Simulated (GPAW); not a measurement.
# An RPA energy curve for MgI2 (P-3m1)

Where does RPA put the minimum of MgI2 (P-3m1), against the functional it starts from?

Calculated with GPAW 26.7.0; PBE and many-body steps on it, plane waves.

The database entry behind the starting cell has ideal inner coordinates that were not refined, so it need not match the best structure at room temperature.

## Step 1: The system as given

The structure is trigonal, space group P-3m1 (No. 164). The conventional cell has a = 4.140 Å, b = 4.140 Å, c = 6.880 Å, α = 90.00°, β = 90.00°, γ = 120.00°. Nearest to Mg lie 6 I at 2.94 Å. I has 3 Mg at 2.94 Å nearest. Farther neighbours, and contacts between anions beyond the nearest, are not listed.

As a file:

```
Mg I
1.0
     4.14000    0.00000    0.00000
    -2.07000    3.58535    0.00000
     0.00000    0.00000    6.88000
Mg I
1 2
Direct
  0.00000 0.00000 0.00000
  0.33333 0.66667 0.25000
  0.66667 0.33333 0.75000
```

The cell and positions come from the Crystallography Open Database and are kept as given unless a step says otherwise.

## Step 2: Ground state

This step: GPAW 26.7.0; DFT, PBE, plane waves, PAW.

The ground-state density comes first.

File run.py:

```python
import json
import numpy as np
from gpaw.mpi import world
from ase import Atoms
from gpaw import GPAW, PW, FermiDirac

atoms = Atoms(['Mg', 'I', 'I'],
    cell=[[4.1400000000, 0.0000000000, 0.0000000000],
      [-2.0700000000, 3.5853451717, 0.0000000000],
      [0.0000000000, 0.0000000000, 6.8800000000]],
    scaled_positions=[[0.0000000000, 0.0000000000, 0.0000000000],
      [0.3333333333, 0.6666666667, 0.2500000000],
      [0.6666666667, 0.3333333333, 0.7500000000]],
    pbc=(True, True, True))
calc = GPAW(mode=PW(450),
    xc='PBE',
    kpts={'size': (6, 6, 4), 'gamma': True},
    occupations=FermiDirac(0.001),
    nbands=-7,
    convergence={'density': 1e-6, 'bands': -3},
    maxiter=100,
    txt='gs.txt')
atoms.calc = calc
res = {'energy': atoms.get_potential_energy()}
kpts = calc.get_ibz_k_points()
res['kpts'] = kpts
res['eigenvalues'] = [calc.get_eigenvalues(kpt=k) for k in range(len(kpts))]
res['n_electrons'] = calc.get_number_of_electrons()
calc.write('gs.gpw')

if world.rank == 0:
    with open('result.json', 'w') as f:
        json.dump(res, f, default=lambda x: x.tolist())
```

Started as:

```bash
$ mpirun -n 4 gpaw python run.py
```

The program printed:

```text
__  _  _
 | _ |_)|_||  |
 |__||  | ||/\| - 26.7.0

Input parameters:
  mode=PW(ecut=450.000000),
  convergence={'density': 1e-06, 'bands': -3},
  kpts=MonkhorstPack(size=(6, 6, 4), gamma=True),
  maxiter=100,
  nbands=-7,
  occupations=Occupations(name='fermi-dirac', width=0.001, fixmagmom=False),
  xc=XC(name='PBE')
  [... matrices ...]
Diagonalizing LCAO Hamiltonian
Converting LCAO to pw mode

             I

         I

       Mg

Atoms  # Å, Bohr magnetons
|   | symbol |         x |        y |        z |    initial magnetic moments |
| 0 |     Mg |  0.000000 | 0.000000 | 0.000000 | ( 0.0000,  0.0000,  0.0000) |
| 1 |      I | -0.000000 | 2.390230 | 1.720000 | ( 0.0000,  0.0000,  0.0000) |
| 2 |      I |  2.070000 | 1.195115 | 5.160000 | ( 0.0000,  0.0000,  0.0000) |

Unit cell  # Å
| periodic |         x |        y |        z |  lengths |     angles |
|      yes |  4.140000 | 0.000000 | 0.000000 | 4.140000 |  90.000000 |
|      yes | -2.070000 | 3.585345 | 0.000000 | 4.140000 |  90.000000 |
|      yes |  0.000000 | 0.000000 | 6.880000 | 6.880000 | 120.000000 |

Number of symmetries: 12
Symmetry operations  # r_c * U_cc + t_c -> r_c
|    | kind |            matrix            |
|  0 |  σ   |  1, 1, 0,  0,-1, 0,  0, 0, 1 |
|  1 |  S6  |  1, 1, 0, -1, 0, 0,  0, 0,-1 |
|  2 |  E   |  1, 0, 0,  0, 1, 0,  0, 0, 1 |
|  3 |  C2  |  1, 0, 0, -1,-1, 0,  0, 0,-1 |
|  4 |  C2  |  0, 1, 0,  1, 0, 0,  0, 0,-1 |
|  5 |  C3  |  0, 1, 0, -1,-1, 0,  0, 0, 1 |
|  6 |  S6  |  0,-1, 0,  1, 1, 0,  0, 0,-1 |
|  7 |  σ   |  0,-1, 0, -1, 0, 0,  0, 0, 1 |
|  8 |  σ   | -1, 0, 0,  1, 1, 0,  0, 0, 1 |
|  9 |  i   | -1, 0, 0,  0,-1, 0,  0, 0,-1 |
| 10 |  C3  | -1,-1, 0,  1, 0, 0,  0, 0, 1 |
| 11 |  C2  | -1,-1, 0,  0, 1, 0,  0, 0,-1 |

BZ-sampling:
  Number of BZ points: 144
  Number of IBZ points: 24

  Monkhorst-Pack size: [6, 6, 4]
  Monkhorst-Pack shift: [0.083333, 0.083333, 0.125]

K-points  # in reciprocal-cell coordinates
|     |                                coordinates |     weight |
|   0 | (  0.00000000,   0.00000000,   0.00000000) | 0.00694444 |
|   1 | (  0.00000000,   0.00000000,   0.25000000) | 0.01388889 |
|   2 | (  0.00000000,   0.00000000,   0.50000000) | 0.00694444 |
[...]
|   9 | (  0.33333333,  -0.16666667,   0.50000000) | 0.04166667 |
| ... |                                            |            |
|  23 | (  0.50000000,   0.50000000,   0.50000000) | 0.02083333 |

Plane wave coefficients: 2237
Cutoff: 450.000000 eV

Spin-components: 1 (collinear spins)
Bands:           19
Projectors:      15
Spin-degeneracy: 2
Datatype:        complex128

  Storage: CPU
  Wave functions: 16_321_152 bytes (4_080_288 per core)
  Projectors: 18_898_176 bytes (4_724_544 per core)
  [... matrices ...]
[...]
|    d |        |       0.000 |    1.037 |

    Using partial waves for Mg as LCAO basis

  I:
    name:    Iodine
    Z:       53.0
    valence: 7
    core:    46
    charge:  0.0  # [|e|]
    compensation charges:
      type: gauss
      rc: 0.37  # [Å]
      lmax: 2
    cutoffs:
      filter: 2.06  # [Å]
      core: 2.90  # [Å]
    projectors
    | kind |    occ | energy [eV] | rcut [Å] |
    |   5s |  2.000 |     -17.382 |    1.164 |
    |   5p |  5.000 |      -7.088 |    1.164 |
    |    s |        |       9.829 |    1.164 |
    |    p |        |      20.123 |    1.164 |
    |    d |        |       0.000 |    1.164 |

    Using partial waves for I as LCAO basis

Reference energy: -392531.236221  # eV

eigensolver:
  PPCG
  Converge bands: -3
  niter=2

density mixing:
  MSR1-Mixer
  Pratt-step length: 0.05
  Maximum mixing coefficient: 0.75
  Old densities: 10
  SVD Regularization: 0.005
  Good broyden scale: 1.0
  Trust region scale: 1.0
  Backstep threshold: 4.0
  History deletion threshold: 6.0
  Fourier metric: weight=20.0, sigma=0.015

occupation numbers:
  Fermi-Dirac:
    width: 0.0010  # eV

poisson solver:
  ecut: 3600.000000  # eV

xc functional:
  name: PBE with 2 nearest neighbor stencil

Initialization done in: 0.660 s

convergence criteria:
- Maximum integral of absolute [dens]ity change: 1e-06 electrons / valence electron
- Maximum [total energy] change in last 3 cyles: 0.0005 eV / valence electron
- Maximum integral of absolute [eigenst]ate change: 4e-08 eV^2 / valence electron
maximum number of iterations: 100

SCF iterations
|iter     |     time |      energy | eigst |  dens |
|iter:   1|  |   -7.858587 | +0.50 |       |
|iter:   2|  |   -7.835376 | -0.08 | -1.35 |
|iter:   3|  |   -7.749617 | -1.46 | -1.39 |
|iter:   4|  |   -7.750959 | -1.76 | -1.97 |
|iter:   5|  |   -7.749549c| -2.75 | -2.37 |
|iter:   6|  |   -7.749826c| -4.12 | -2.72 |
|iter:   7|  |   -7.749836c| -5.15 | -3.47 |
|iter:   8|  |   -7.749837c| -5.98 | -4.08 |
|iter:   9|  |   -7.749837c| -7.02 | -4.89 |
|iter:  10|  |   -7.749837c| -7.88c| -5.64 |
|iter:  11|  |   -7.749837c| -8.38c| -6.15c|

Converged in 11 steps
SCF loop duration: 4.007 s (0.364 s/step)
Energy contributions relative to reference atoms: (reference = -392531.236221)
  [... matrices ...]
Energy contributions:
  Kinetic:          11.804847
  Coulomb:         -10.574030
  Zero:             -0.055281
  External:          0.000000
  Xc:               -8.925372
  Entropy:          -0.000000
  Spinorbit:         0.000000
  ----------------------------
  Free energy:      -7.749837
  Extrapolated:     -7.749837

dipole moment: (-2.973579, -5.150391, -9.883201)  # |e|*Ang

Fermi level: 4.384
Eigenvalues  # (at kpt = [0.000, 0.000, 0.000])
| band index |      eig [eV] | occ [0-2] |
|          0 |       -72.933 |     2.000 |
|        ... |               |           |
|          4 |        -9.533 |     2.000 |
|          5 |        -8.852 |     2.000 |
[...]
|         17 |        10.793 |     0.000 |
|         18 |        10.793 |     0.000 |

Gap: 3.508 eV
Transition (v -> c):
  (s=0, k=0, n=11, [0.00, 0.00, 0.00]) -> (s=0, k=23, n=12, [0.50, 0.50, 0.50])
Direct/indirect transitions are different
Direct gap: 3.655 eV
Transition at: (s=0, k=0, n=11, [0.00, 0.00, 0.00])
# Writing to gs.gpw (mode='')
  [... matrices ...]
```

The job ended after 6.1 s (4 MPI ranks of Arm Neoverse V2, shared host; peak memory 0.66 GiB; 24 s of CPU time).

This step gave:

| Item | Value |
| --- | --- |
| total energy | -7.750 eV |
| gap | 3.508 eV |
| k of the valence top | 0, 0, 0 |
| k of the conduction bottom | 0.5, 0.5, 0.5 |
| least direct gap | 3.655 eV |

The gap is indirect, with the least direct gap 0.15 eV higher.

## Step 3: Empty states on the mesh

The sums over transitions need many empty states on a uniform mesh; this step solves for them.

run.py, as its differences from that of step 2:

```diff
@@ -16,10 +16,12 @@
     xc='PBE',
-    kpts={'size': (6, 6, 4), 'gamma': True},
+    kpts={'size': (3, 3, 2), 'gamma': True},
     occupations=FermiDirac(0.001),
-    nbands=-7,
-    convergence={'density': 1e-6, 'bands': -3},
-    maxiter=100,
-    txt='gs.txt')
+    convergence={'density': 1e-6},
+    parallel={'domain': 1, 'band': 1},
+    txt='nscf.txt')
 atoms.calc = calc
-res = {'energy': atoms.get_potential_energy()}
+atoms.get_potential_energy()
+calc.diagonalize_full_hamiltonian(nbands=705)
+calc.write('full.gpw', mode='all')
+res = {}
 kpts = calc.get_ibz_k_points()
@@ -28,3 +30,2 @@
 res['n_electrons'] = calc.get_number_of_electrons()
-calc.write('gs.gpw')
```

Started as:

```bash
$ mpirun -n 4 gpaw python run.py
```

The program printed:

```text
__  _  _
 | _ |_)|_||  |
 |__||  | ||/\| - 26.7.0

Input parameters:
  mode=PW(ecut=450.000000),
  convergence={'density': 1e-06},
  kpts=MonkhorstPack(size=(3, 3, 2), gamma=True),
  occupations=Occupations(name='fermi-dirac', width=0.001, fixmagmom=False),
  parallel={'domain': 1, 'band': 1},
  xc=XC(name='PBE')
  [... matrices ...]
Diagonalizing LCAO Hamiltonian
Converting LCAO to pw mode

             I

         I

       Mg

Atoms  # Å, Bohr magnetons
|   | symbol |         x |        y |        z |    initial magnetic moments |
| 0 |     Mg |  0.000000 | 0.000000 | 0.000000 | ( 0.0000,  0.0000,  0.0000) |
| 1 |      I | -0.000000 | 2.390230 | 1.720000 | ( 0.0000,  0.0000,  0.0000) |
| 2 |      I |  2.070000 | 1.195115 | 5.160000 | ( 0.0000,  0.0000,  0.0000) |

Unit cell  # Å
| periodic |         x |        y |        z |  lengths |     angles |
|      yes |  4.140000 | 0.000000 | 0.000000 | 4.140000 |  90.000000 |
|      yes | -2.070000 | 3.585345 | 0.000000 | 4.140000 |  90.000000 |
|      yes |  0.000000 | 0.000000 | 6.880000 | 6.880000 | 120.000000 |

Number of symmetries: 12
Symmetry operations  # r_c * U_cc + t_c -> r_c
|    | kind |            matrix            |
|  0 |  σ   |  1, 1, 0,  0,-1, 0,  0, 0, 1 |
|  1 |  S6  |  1, 1, 0, -1, 0, 0,  0, 0,-1 |
|  2 |  E   |  1, 0, 0,  0, 1, 0,  0, 0, 1 |
|  3 |  C2  |  1, 0, 0, -1,-1, 0,  0, 0,-1 |
|  4 |  C2  |  0, 1, 0,  1, 0, 0,  0, 0,-1 |
|  5 |  C3  |  0, 1, 0, -1,-1, 0,  0, 0, 1 |
|  6 |  S6  |  0,-1, 0,  1, 1, 0,  0, 0,-1 |
|  7 |  σ   |  0,-1, 0, -1, 0, 0,  0, 0, 1 |
|  8 |  σ   | -1, 0, 0,  1, 1, 0,  0, 0, 1 |
|  9 |  i   | -1, 0, 0,  0,-1, 0,  0, 0,-1 |
| 10 |  C3  | -1,-1, 0,  1, 0, 0,  0, 0, 1 |
| 11 |  C2  | -1,-1, 0,  0, 1, 0,  0, 0,-1 |

BZ-sampling:
  Number of BZ points: 18
  Number of IBZ points: 6

  Monkhorst-Pack size: [3, 3, 2]
  Monkhorst-Pack shift: [0.0, 0.0, 0.25]

K-points  # in reciprocal-cell coordinates
|   |                                coordinates |     weight |
| 0 | (  0.00000000,   0.00000000,   0.00000000) | 0.05555556 |
| 1 | (  0.00000000,   0.00000000,   0.50000000) | 0.05555556 |
| 2 | (  0.33333333,   0.00000000,   0.00000000) | 0.33333333 |
| 3 | (  0.33333333,   0.00000000,   0.50000000) | 0.33333333 |
| 4 | (  0.33333333,   0.33333333,   0.00000000) | 0.11111111 |
| 5 | (  0.33333333,   0.33333333,   0.50000000) | 0.11111111 |

Plane wave coefficients: 2237
Cutoff: 450.000000 eV

Spin-components: 1 (collinear spins)
Bands:           16
Projectors:      15
Spin-degeneracy: 2
Datatype:        complex128

  Storage: CPU
  Wave functions: 3_436_032 bytes (859_008 per core)
  Projectors: 4_724_544 bytes (1_181_136 per core)
  [... matrices ...]
Parallelization:
  kpt:    4
  domain: 1
  band:   1

Density:
[...]
|   3p |  0.000 |      -1.330 |    1.085 |
    |    d |        |       0.000 |    1.037 |

    Using partial waves for Mg as LCAO basis

  I:
    name:    Iodine
    Z:       53.0
    valence: 7
    core:    46
    charge:  0.0  # [|e|]
    compensation charges:
      type: gauss
      rc: 0.37  # [Å]
      lmax: 2
    cutoffs:
      filter: 2.06  # [Å]
      core: 2.90  # [Å]
    projectors
    | kind |    occ | energy [eV] | rcut [Å] |
    |   5s |  2.000 |     -17.382 |    1.164 |
    |   5p |  5.000 |      -7.088 |    1.164 |
    |    s |        |       9.829 |    1.164 |
    |    p |        |      20.123 |    1.164 |
    |    d |        |       0.000 |    1.164 |

    Using partial waves for I as LCAO basis

Reference energy: -392531.236221  # eV

eigensolver:
  PPCG
  Converge bands: occupied
  niter=2

density mixing:
  MSR1-Mixer
  Pratt-step length: 0.05
  Maximum mixing coefficient: 0.75
  Old densities: 10
  SVD Regularization: 0.005
  Good broyden scale: 1.0
  Trust region scale: 1.0
  Backstep threshold: 4.0
  History deletion threshold: 6.0
  Fourier metric: weight=20.0, sigma=0.015

occupation numbers:
  Fermi-Dirac:
    width: 0.0010  # eV

poisson solver:
  ecut: 3600.000000  # eV

xc functional:
  name: PBE with 2 nearest neighbor stencil

Initialization done in: 0.594 s

convergence criteria:
- Maximum integral of absolute [dens]ity change: 1e-06 electrons / valence electron
- Maximum [total energy] change in last 3 cyles: 0.0005 eV / valence electron
- Maximum integral of absolute [eigenst]ate change: 4e-08 eV^2 / valence electron
maximum number of iterations: 333

SCF iterations
|iter     |     time |      energy | eigst |  dens |
|iter:   1|  |   -7.733328 | -0.22 |       |
|iter:   2|  |   -7.706567 | -2.26 | -1.33 |
|iter:   3|  |   -7.608963 | -1.62 | -1.36 |
|iter:   4|  |   -7.610995 | -2.04 | -1.94 |
|iter:   5|  |   -7.609339c| -3.10 | -2.32 |
|iter:   6|  |   -7.609696c| -4.54 | -2.67 |
|iter:   7|  |   -7.609705c| -5.49 | -3.45 |
|iter:   8|  |   -7.609706c| -6.51 | -3.96 |
|iter:   9|  |   -7.609706c| -7.63c| -4.87 |
|iter:  10|  |   -7.609706c| -8.03c| -5.56 |
|iter:  11|  |   -7.609706c| -8.50c| -6.12c|

Converged in 11 steps
SCF loop duration: 1.474 s (0.134 s/step)
Energy contributions relative to reference atoms: (reference = -392531.236221)
  [... matrices ...]
Energy contributions:
  Kinetic:          13.554522
  Coulomb:         -11.940025
  Zero:             -0.056713
  External:          0.000000
  Xc:               -9.167491
  Entropy:          -0.000000
  Spinorbit:         0.000000
  ----------------------------
  Free energy:      -7.609706
  Extrapolated:     -7.609706

dipole moment: (-2.973283, -5.149877, -9.882216)  # |e|*Ang

Fermi level: 4.384
Eigenvalues  # (at kpt = [0.000, 0.000, 0.000])
| band index |      eig [eV] | occ [0-2] |
|          0 |       -72.969 |     2.000 |
|        ... |               |           |
|          4 |        -9.499 |     2.000 |
|          5 |        -8.815 |     2.000 |
[...]
|         14 |         9.337 |     0.000 |
|         15 |         9.337 |     0.000 |

Gap: 3.644 eV
Transition (v -> c):
  (s=0, k=0, n=11, [0.00, 0.00, 0.00]) -> (s=0, k=0, n=12, [0.00, 0.00, 0.00])
No difference between direct/indirect transitions
Matrix size: 2237x2237
# Writing to full.gpw (mode='all')
  [... matrices ...]
```

It took 24 s on 4 MPI ranks; peak memory 1.9 GiB; 95 s of CPU time.

This step gave:

```
gap                                                           : 3.644 eV
k of the valence top                                          : 0, 0, 0
k of the conduction bottom                                    : 0, 0, 0
least direct gap                                              : 3.644 eV
k points computed                                             : 6
lowest point of the top converged band, above the valence top : 198.7738 eV
```

On this mesh the gap is 3.644 eV. The earlier step found 3.508 eV, so this mesh misses an edge.

## Step 4: EXX and RPA energies

The RPA correlation energy is summed at several response cutoffs, since it converges slowly from above.

This step: EXX+RPA on PBE, plane waves, PAW.

File run.py:

```python
import json
import numpy as np
from gpaw.mpi import world
from gpaw.hybrids.energy import non_self_consistent_energy
from gpaw.xc.rpa import RPACorrelation

exx = non_self_consistent_energy('full.gpw', 'EXX')
ecut = [115.2, 134.4, 153.6, 172.8, 192.0]
rpa = RPACorrelation('full.gpw', ecut=ecut, nfrequencies=10, skip_gamma=False, txt='rpa.txt')
res = {'exx_terms': exx, 'ec': rpa.calculate()}

if world.rank == 0:
    with open('result.json', 'w') as f:
        json.dump(res, f, default=lambda x: x.tolist())
```

Started as:

```bash
$ mpirun -n 4 gpaw python run.py
```

The program printed:

```text
----------------------------------------------------------
Non-self-consistent RPA correlation energy
----------------------------------------------------------

Atoms                          : I2Mg
Ground state XC functional     : PBE
Valence electrons              : 24
Number of bands                : 705
Number of spins                : 1
Number of k-points             : 18
Number of irreducible k-points : 6
Number of irreducible q-points : 6

    q: [0.0000 0.0000 0.0000] - weight: 0.056
    q: [0.0000 0.0000 0.5000] - weight: 0.056
    q: [0.3333 0.0000 0.0000] - weight: 0.333
    q: [0.3333 0.0000 0.5000] - weight: 0.333
    q: [0.3333 0.3333 0.0000] - weight: 0.111
    q: [0.3333 0.3333 0.5000] - weight: 0.111

----------------------------------------------------------
----------------------------------------------------------

Analytical coupling constant integration

Frequencies
    Gauss-Legendre integration with 10 frequency points
    Transformed from [0,oo] to [0,1] using e^[-aw^(1/B)]
    Highest frequency point at 800.0 eV and B=2.0

Parallelization
    Total number of CPUs          : 4
    G-vector decomposition        : 1
    K-point/band decomposition    : 4

Response function bands : Equal to number of plane waves
Plane wave cutoffs (eV) : 115.200 134.400 153.600 172.800 192.000
No Coulomb truncation

# 0
q = [0.000 0.000 0.000]
E_cut = 115 eV / Bands = 301:
E_c(q) = -19.916 eV
E_cut = 134 eV / Bands = 373:
E_c(q) = -20.536 eV
E_cut = 153 eV / Bands = 427:
E_c(q) = -20.881 eV
[...]
# 1
q = [0.000 0.000 0.500]
[...]
# 2
q = [0.333 0.000 0.000]
[...]
# 3
q = [0.333 0.000 0.500]
[...]
# 4
q = [0.333 0.333 0.000]
[...]
# 5
q = [0.333 0.333 0.500]
[...]
E_cut = 172 eV / Bands = 522:
E_c(q) = -19.586 eV
E_cut = 192 eV / Bands = 618:
E_c(q) = -19.948 eV

==========================================================

Total correlation energy:
   115:   -18.3090 eV
   134:   -19.0139 eV
   154:   -19.5460 eV
   173:   -19.9519 eV
   192:   -20.2897 eV

Extrapolated energies:
   115 - 134:  -21.723 eV
   134 - 154:  -21.946 eV
   154 - 173:  -22.052 eV
   173 - 192:  -22.262 eV
```

Elapsed: 4.2 min, on 4 MPI ranks; peak memory 1.8 GiB; 17 min of CPU time.

Read from the output:

```
EXX total energy              : 127.1101 eV
DFT energy on this mesh       : -7.610 eV
RPA correlation, extrapolated : -22.07 eV
EXX+RPA energy                : 105.0414 eV
```

Extrapolated over the last four rungs as cutoff^-3/2; the ladder scales with the cell. RPA ladder, by row:

| response cutoff (eV) | correlation energy (eV) |
| --- | --- |
| 115.2 | -18.31 |
| 134.4 | -19.01 |
| 153.6 | -19.55 |
| 172.8 | -19.95 |
| 192 | -20.29 |

(Part 1 of 2 ends here.)

[Long decimals in the printed logs are rounded to 6 places.]

[Logs are printed without paths, hosts, clocks, repeated set-up lines and the standing remarks that a program may print on its own settings, such as how far it seeks lower states.]

[Paths, hosts, dates, memory and timing lines, banners, echoed tables and standing remarks are left out of the program output; an Ansatz launch command may be rebuilt from the run's recorded settings. Measured values are a selection of at most five: reports struck by readers or far from the other reports are left out. None is set beside runs whose start may be inverted or whose files or cutoffs have a known fault.]

[Runs of the session that timed out or met a known fault of the program may be left out.]

[Hosts, paths, dates, database ids (printed as entryN), source tags and the programs' standing remarks are cut or masked in the printed files.]

[Where the starting crystal was built by hand or by swapping elements, it need not be the compound's stable phase.]
